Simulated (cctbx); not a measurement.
## Lattice, Laue class and space group of a new crystal

Cell: a = 6.8150 Å, b = 9.3260 Å, c = 6.5650 Å, α = 90.00°, β = 90.00°, γ = 90.00°. Expected content of the cell: Tm4 Ti4 S12.

Simulated single-crystal data (cctbx): Mo Kα, λ = 0.71073 Å, to d = 0.8 Å, 50 % of the full sphere, strongest reflection 40000 counts, noise from counting, a 3 % proportional error and a noise floor of 15 counts (s.d.); no absorption.

A first pass over the reflections prints:

```text
1667 reflections to d = 0.800 A
centring   violations  <I/sigma> of those
    A        640 of   834     18.0
    B        586 of   845     13.4
    C        610 of   811     17.1
    I        657 of   841     18.5
    R        882 of  1101     18.5
    F        918 of  1245     16.2
Laue class    unique    Rint  (classes that these axes allow; Friedel mates merged)
P -1             1262   0.019
P 1 2/m 1         833   0.022
P 1 1 2/m         841   0.022
P 2/m 1 1         846   0.021
P m m m           523   0.024
space group    extra absences  I>4sigma  <I/sigma>
P 2 2 2                 0          0         -  acentric
P 2 2 21                5          0       0.4  acentric
P 21 2 2                2          0       0.5  acentric
P 2 21 2                7          0      -0.1  acentric
P 21 21 2               9          0       0.1  acentric
P 2 21 21              12          0       0.1  acentric
P 21 2 21               7          0       0.4  acentric
P 21 21 21             14          0       0.2  acentric
P m m 2                 0          0         -  acentric
P 2 m m                 0          0         -  acentric
P m 2 m                 0          0         -  acentric
P 21 m a               70          0      -0.1  acentric
P m 2 a                70          0      -0.1  acentric
P n m 21               76          0      -0.1  acentric
P n 21 m               76          0      -0.1  acentric
P n 21 a              146          0      -0.1  acentric
P m m m                 0          0         -  centric
P m m a                70          0      -0.1  centric
P n m m :1             76          0      -0.1  centric
P n m m :2             76          0      -0.1  centric
P n m a               146          0      -0.1  centric
Wilson B = 1.11 A^2   <|E^2-1|> = 0.826 (0.968 centric, 0.736 acentric)   E^2>4: 1.3 %
shell (A)         n   <I/sigma>
 6.57 - 1.59     76     27.8
 1.59 - 1.27     67     29.5
 1.27 - 1.11     63     31.4
 1.11 - 1.01     70     29.7
 1.01 - 0.94     55     26.6
 0.94 - 0.88     67     31.6
 0.88 - 0.84     58     23.9
 0.84 - 0.80     67     26.6
```

**Question.** What are the lattice type, the Laue class and the likely space group?

Every centring test has many violations, so the lattice is primitive.

Rint stays low (0.019 to 0.024) up to P m m m, the highest class in these axes.

21 settings pass the absence test. The most absences obeyed, 146, belong to P n 21 a and P n m a, which absences can't tell apart.

⟨|E²−1|⟩ = 0.826 lies between the two ideal values. The Wilson B of 1.11 Å² means U ≈ 0.0141 Å².

The true group is Pnma (no. 62), Laue class mmm, centrosymmetric. The tables only narrow the choice to the tied entries; cell content, site symmetry and trial solutions must settle it.

This is a model crystal, built by substitution and not relaxed, with assumed displacement parameters.

[Logs are printed without paths, hosts, clocks, repeated set-up lines and the standing remarks that a program may print on its own settings, such as how far it seeks lower states.]
